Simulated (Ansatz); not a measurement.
# Work function of Ir(100): what the settings cost and change, part 2 of 2

Aim: the numerical settings behind the work function of Ir(100), with the cost of each.

Ansatz 0.2.0; plane-wave DFT, PBE, Ansatz PAW.

So far. Step 7 (Run): The work function is 5.396 eV, -0.151 eV from the run “cutoff 420 eV”, at 0.18 times its CPU time.

## 8. Slab

Contents of input.yaml:

```yaml
crystal:
  lattice:
    - [2.7152900398, 0.0, 0.0]
    - [0.0, 2.7152900398, 0.0]
    - [0.0, 0.0, 29.52]
  atoms:
    - { symbol: Ir, position: [0.0, 0.0, 0.3048780488] }
    - { symbol: Ir, position: [0.5, 0.5, 0.3699186992] }
    - { symbol: Ir, position: [0.0, 0.0, 0.4349593496] }
    - { symbol: Ir, position: [0.5, 0.5, 0.5] }
    - { symbol: Ir, position: [0.0, 0.0, 0.5650406504] }
    - { symbol: Ir, position: [0.5, 0.5, 0.6300813008] }
    - { symbol: Ir, position: [0.0, 0.0, 0.6951219512] }
kpoints:
  mp_grid: { grid: [10, 10, 1] }
hamiltonian:
  xc: pbe
scf:
  occupations: { method: fermi_dirac, width: 0.1 }
  convergence: { dr2_threshold: 1.0e-09 }
efield:
  axis: 3
  dipole_correction: true
  ramp_position: 0.97
  ramp_width: 0.06
output:
  write_potential: true
  write_density: true
  volumetric_format: npy
```

Started as:

```console
> ansatz run input.yaml --threads 2 --pin off --max-ram 3072MiB --backend cpu --events-out ev --progress --plain --runs-dir out
```

Numbers of over 12 decimals in the logs are rounded to 6 here.

The program printed:

```text
[...]
Crystal: 7 atoms, lattice volume = 217.645 Å³
Basis set: ecut = 420 eV, 4335 PW (Γ)
Bands: 72, of which v1, the nominal top of the filled ones, is band 60 counted from 1 (59 counted from 0)
Symmetry: 8 space group operations
k-points: 21 of 100
[...]
k-point 0: bands = [... 56 lower, 7.8847, 7.9244, 8.3102, 8.4422, 8.4422, 8.7826, 9.2378, 9.4269, ... 8 higher]
  k-point 1: bands = [... 56 lower, 7.7385, 7.7790, 8.0034, 8.3724, 8.4090, 8.4409, 8.7334, 9.0758, ... 8 higher]
  k-point 2: bands = [... 56 lower, 7.5076, 7.6668, 7.7477, 7.8940, 8.0250, 8.5355, 8.7518, 9.1639, ... 8 higher]
  k-point 20: bands = [... 56 lower, 10.1554, 10.1583, 10.1664, 10.2179, 10.2180, 10.9733, 10.9733, 11.4418, ... 8 higher]
[key lines of the parts left out:]
SCF converged after 10 iterations
Free energy (F): -83544.574536 eV
Fermi energy:    8.675054 eV
Dipole field:    D = 0.000000 V/Å  (p = 0.000000 e·Å, saw-weighted, corrected)
Work function:   Φ+ = 5.5705 eV   Φ− = 5.5705 eV
```

Wall time 50 s (2 threads of Arm Neoverse N1, shared host); peak memory 0.63 GiB; 84 s of CPU time.

The work function is 5.570 eV, +0.023 eV from the run “cutoff 420 eV”, at 0.56 times its CPU time.

## 9. Run

input.yaml, as its differences from that of step 8:

```diff
@@ -14,3 +14,3 @@
 kpoints:
-  mp_grid: { grid: [10, 10, 1] }
+  mp_grid: { grid: [22, 22, 1] }
 hamiltonian:
```

The program printed:

```text
[...]
Crystal: 7 atoms, lattice volume = 217.645 Å³
Basis set: ecut = 420 eV, 4335 PW (Γ)
Bands: 72, of which v1, the nominal top of the filled ones, is band 60 counted from 1 (59 counted from 0)
Symmetry: 8 space group operations
k-points: 78 of 484
[...]
k-point 0: bands = [... 56 lower, 7.8991, 7.9375, 8.3226, 8.4558, 8.4558, 8.8030, 9.2667, 9.4319, ... 8 higher]
  k-point 1: bands = [... 56 lower, 7.5913, 7.8863, 8.2804, 8.3601, 8.7944, 8.8686, 8.9416, 9.0586, ... 8 higher]
  k-point 2: bands = [... 56 lower, 7.7888, 7.7925, 8.0528, 8.3959, 8.4569, 8.5365, 8.7964, 9.0857, ... 8 higher]
  k-point 77: bands = [... 56 lower, 10.1964, 10.1992, 10.2116, 10.2143, 10.2158, 10.9766, 10.9766, 11.4591, ... 8 higher]
[key lines of the parts left out:]
SCF converged after 10 iterations
Free energy (F): -83544.541294 eV
Fermi energy:    8.680342 eV
Dipole field:    D = 0.000000 V/Å  (p = 0.000000 e·Å, saw-weighted, corrected)
Work function:   Φ+ = 5.5483 eV   Φ− = 5.5483 eV
```

Wall time 3.1 min (2 threads); peak memory 1.3 GiB.

The work function is 5.548 eV, +0.001 eV from the run “cutoff 420 eV”, at 2.1 times its CPU time.

## 10. Run

input.yaml, as its differences from that of step 9:

```diff
@@ -14,3 +14,3 @@
 kpoints:
-  mp_grid: { grid: [22, 22, 1] }
+  mp_grid: { grid: [15, 15, 1] }
 hamiltonian:
@@ -18,3 +18,3 @@
 scf:
-  occupations: { method: fermi_dirac, width: 0.1 }
+  occupations: { method: gaussian, width: 0.05 }
   convergence: { dr2_threshold: 1.0e-09 }
```

The program printed:

```text
[...]
Crystal: 7 atoms, lattice volume = 217.645 Å³
Basis set: ecut = 420 eV, 4335 PW (Γ)
Bands: 72, of which v1, the nominal top of the filled ones, is band 60 counted from 1 (59 counted from 0)
Symmetry: 8 space group operations
k-points: 36 of 225
[...]
k-point 0: bands = [... 56 lower, 7.8825, 7.9299, 8.3091, 8.4441, 8.4441, 8.7836, 9.2442, 9.4244, ... 8 higher]
  k-point 1: bands = [... 56 lower, 7.6829, 7.8487, 8.1423, 8.3746, 8.6207, 8.8098, 8.9097, 9.0085, ... 8 higher]
  k-point 2: bands = [... 56 lower, 7.5131, 7.6328, 7.9639, 8.0373, 8.2218, 8.6259, 8.6811, 9.0058, ... 8 higher]
  k-point 35: bands = [... 56 lower, 9.7786, 10.0482, 10.0588, 10.0767, 10.0925, 10.7251, 10.8070, 11.1647, ... 8 higher]
[key lines of the parts left out:]
SCF converged after 12 iterations
Free energy (F): -83544.433576 eV
Fermi energy:    8.654298 eV
Dipole field:    D = 0.000000 V/Å  (p = 0.000000 e·Å, saw-weighted, corrected)
Work function:   Φ+ = 5.5837 eV   Φ− = 5.5837 eV
```

Run time: 89 s. Hardware: 2 threads; peak memory 0.82 GiB.

The work function is 5.584 eV, +0.037 eV from the run “cutoff 420 eV”, at 1.0 times its CPU time.

## 11. Slab

input.yaml, as its differences from that of step 10:

```diff
@@ -18,3 +18,3 @@
 scf:
-  occupations: { method: gaussian, width: 0.05 }
+  occupations: { method: methfessel_paxton, width: 0.2 }
   convergence: { dr2_threshold: 1.0e-09 }
```

The program printed:

```text
[...]
Crystal: 7 atoms, lattice volume = 217.645 Å³
Basis set: ecut = 420 eV, 4335 PW (Γ)
Bands: 72, of which v1, the nominal top of the filled ones, is band 60 counted from 1 (59 counted from 0)
Symmetry: 8 space group operations
k-points: 36 of 225
[...]
k-point 0: bands = [... 56 lower, 7.8878, 7.9303, 8.3154, 8.4478, 8.4478, 8.7889, 9.2500, 9.4282, ... 8 higher]
  k-point 1: bands = [... 56 lower, 7.6862, 7.8543, 8.1461, 8.3805, 8.6221, 8.8133, 8.9146, 9.0138, ... 8 higher]
  k-point 2: bands = [... 56 lower, 7.5183, 7.6351, 7.9681, 8.0392, 8.2268, 8.6274, 8.6864, 9.0122, ... 8 higher]
  k-point 35: bands = [... 56 lower, 9.7833, 10.0517, 10.0634, 10.0827, 10.0992, 10.7320, 10.8142, 11.1680, ... 8 higher]
[key lines of the parts left out:]
SCF converged after 11 iterations
Free energy (F): -83544.426780 eV
Fermi energy:    8.674339 eV
Dipole field:    D = 0.000000 V/Å  (p = 0.000000 e·Å, saw-weighted, corrected)
Work function:   Φ+ = 5.5612 eV   Φ− = 5.5612 eV
```

Run time: 88 s. Hardware: 2 threads; peak memory 0.82 GiB.

The work function is 5.561 eV, +0.014 eV from the run “cutoff 420 eV”, at 1.0 times its CPU time.

## 12. Run

input.yaml, as its differences from that of step 11:

```diff
@@ -18,3 +18,3 @@
 scf:
-  occupations: { method: methfessel_paxton, width: 0.2 }
+  occupations: { method: fermi_dirac, width: 0.3 }
   convergence: { dr2_threshold: 1.0e-09 }
```

The program printed:

```text
band count auto-derived: 79 (N_el = 119.0; filled up to band 60; 72 by the electrons, moments and atoms)
[...]
Crystal: 7 atoms, lattice volume = 217.645 Å³
Basis set: ecut = 420 eV, 4335 PW (Γ)
Bands: 79, of which v1, the nominal top of the filled ones, is band 60 counted from 1 (59 counted from 0)
Symmetry: 8 space group operations
k-points: 36 of 225
[...]
k-point 1: bands = [... 56 lower, 7.7197, 7.9083, 8.1929, 8.4297, 8.6370, 8.8387, 8.9631, 9.0575, ... 15 higher]
  k-point 2: bands = [... 56 lower, 7.5586, 7.6432, 8.0261, 8.0572, 8.2749, 8.6629, 8.7352, 9.0321, ... 15 higher]
  k-point 35: bands = [... 56 lower, 9.8454, 10.1475, 10.1504, 10.1544, 10.1578, 10.7377, 10.8165, 11.2012, ... 15 higher]
[key lines of the parts left out:]
SCF converged after 10 iterations
Free energy (F): -83545.604459 eV
Fermi energy:    8.714413 eV
Dipole field:    D = 0.000000 V/Å  (p = 0.000000 e·Å, saw-weighted, corrected)
Work function:   Φ+ = 5.4965 eV   Φ− = 5.4965 eV
```

Wall time 1.8 min (2 threads); peak memory 0.88 GiB; 3 min of CPU time.

The work function is 5.497 eV, -0.051 eV from the run “cutoff 420 eV”, at 1.2 times its CPU time.

## 13. Slab

input.yaml, as its differences from that of step 12:

```diff
@@ -18,3 +18,3 @@
 scf:
-  occupations: { method: fermi_dirac, width: 0.3 }
+  occupations: { method: cold, width: 0.1 }
   convergence: { dr2_threshold: 1.0e-09 }
```

The program printed:

```text
[...]
Crystal: 7 atoms, lattice volume = 217.645 Å³
Basis set: ecut = 420 eV, 4335 PW (Γ)
Bands: 72, of which v1, the nominal top of the filled ones, is band 60 counted from 1 (59 counted from 0)
Symmetry: 8 space group operations
k-points: 36 of 225
[...]
k-point 0: bands = [... 56 lower, 7.8878, 7.9325, 8.3153, 8.4484, 8.4484, 8.7891, 9.2511, 9.4279, ... 8 higher]
  k-point 1: bands = [... 56 lower, 7.6867, 7.8539, 8.1470, 8.3803, 8.6231, 8.8135, 8.9157, 9.0139, ... 8 higher]
  k-point 2: bands = [... 56 lower, 7.5179, 7.6355, 7.9689, 8.0400, 8.2268, 8.6288, 8.6875, 9.0113, ... 8 higher]
  k-point 35: bands = [... 56 lower, 9.7841, 10.0537, 10.0659, 10.0830, 10.0976, 10.7304, 10.8124, 11.1692, ... 8 higher]
[key lines of the parts left out:]
SCF converged after 11 iterations
Free energy (F): -83544.426594 eV
Fermi energy:    8.664055 eV
Dipole field:    D = 0.000000 V/Å  (p = 0.000000 e·Å, saw-weighted, corrected)
Work function:   Φ+ = 5.5697 eV   Φ− = 5.5697 eV
```

The job ended after 86 s (2 threads; peak memory 0.82 GiB).

The work function is 5.570 eV, +0.023 eV from the run “cutoff 420 eV”, at 0.99 times its CPU time.

## 14. Side by side

Times are for 2 threads of Arm Neoverse N1, shared host. The runs compared:

```csv
no.,setting,"work function, upper face (eV)",time,memory (GiB)
1,cutoff 200 eV,6.096,47 s,0.45
2,cutoff 300 eV,5.557,64 s,0.59
3,cutoff 420 eV,5.547,90 s,0.82
4,cutoff 600 eV,5.547,2.4 min,1.2
5,mesh 3x3,5.450,10 s,0.43
6,mesh 5x5,5.396,19 s,0.46
7,mesh 10x10,5.570,50 s,0.63
8,mesh 22x22,5.548,3.1 min,1.3
9,Gaussian smearing 0.05 eV,5.584,89 s,0.82
10,methfessel_paxton smearing 0.2 eV,5.561,88 s,0.82
11,fermi_dirac smearing 0.3 eV,5.497,1.8 min,0.88
12,cold smearing 0.1 eV,5.570,86 s,0.82
```

## 15. Varying the input

An input spoilt on purpose, to show how the run answers: it repeats the earlier run “cutoff 200 eV” with total_charge to 10, and scf.max_iter set to 75; its output block differs too.

input.yaml, as its differences from that of step 13:

```diff
@@ -18,4 +18,5 @@
 scf:
-  occupations: { method: cold, width: 0.1 }
+  occupations: { method: fermi_dirac, width: 0.1 }
   convergence: { dr2_threshold: 1.0e-09 }
+  max_iter: 75
 efield:
@@ -25,2 +26,4 @@
   ramp_width: 0.06
+basis:
+  ecutwfc: "200 eV"
 output:
@@ -29 +32,2 @@
   volumetric_format: npy
+total_charge: 10
```

The program printed:

```text
Error: efield: with total_charge ≠ 0 without external_charges — the saw-weighted dipole of a charged cell depends on the ramp position (the isolated-slab reference a dipole correction restores does not exist for a charged slab), so the field energy is ill-defined under the jellium convention; neutralise the cell or drop the efield: block, which crystal.periodic lets a charged slab do
```

The job ended after 0.03 s (2 threads; peak memory 0.06 GiB).

The input was rejected at the start.

The program's message: “Error: efield: with total_charge ≠ 0 without external_charges — the saw-weighted dipole of a charged cell depends on the ramp position (the isolated-slab reference a dipole correction restores does no …”

The fault put into the input: a net charge in a cell with a dipole correction and no gate.

## 16. Summary of results

| Item | Value |
| --- | --- |
| work function, cutoff 200 eV | 6.096 eV |
| work function, cutoff 420 eV | 5.547 eV |
| work function, cutoff 600 eV | 5.547 eV |
| work function, mesh 5x5 | 5.396 eV |

In words: The run at the highest cutoff gives 5.55 eV, and the settings tried spread the value from 5.40 to 6.10 eV. Against 600 eV, a cutoff of 200 eV is off by +0.548 eV. Against 600 eV, a cutoff of 420 eV is off by -0.000 eV. Against the finest mesh, 22 points along a, the coarser ones are off by -0.10 (3), -0.15 (5) and +0.02 (10) eV. The smearing schemes and widths spread it over 0.09 eV. The program marks the value as in doubt in “cutoff 200 eV”. A compiled measured value is 5.96 eV (arxiv:1902.07811, 2019), but the real face reconstructs and these slabs don't, so it is no test of the method. The ladder's slabs use the tabulated experimental lattice constant (two decimals; a low-temperature value for the alkali metals). In 1 run of the series (cutoff 200 eV) the program warns that electrons reach the sawtooth's ramp, which makes dipole and work function less sure.

[Logs are printed without paths, hosts, clocks, repeated set-up lines and the standing remarks that a program may print on its own settings, such as how far it seeks lower states.]

[Hosts, paths, dates, database ids (printed as entryN), source tags and the programs' standing remarks are cut or masked in the printed files.]

[Maps of the electrostatic potential energy from Ansatz leave out the sawtooth potential of an applied field or a dipole correction, so their vacuum need not be flat; planar profiles and work functions include it.]
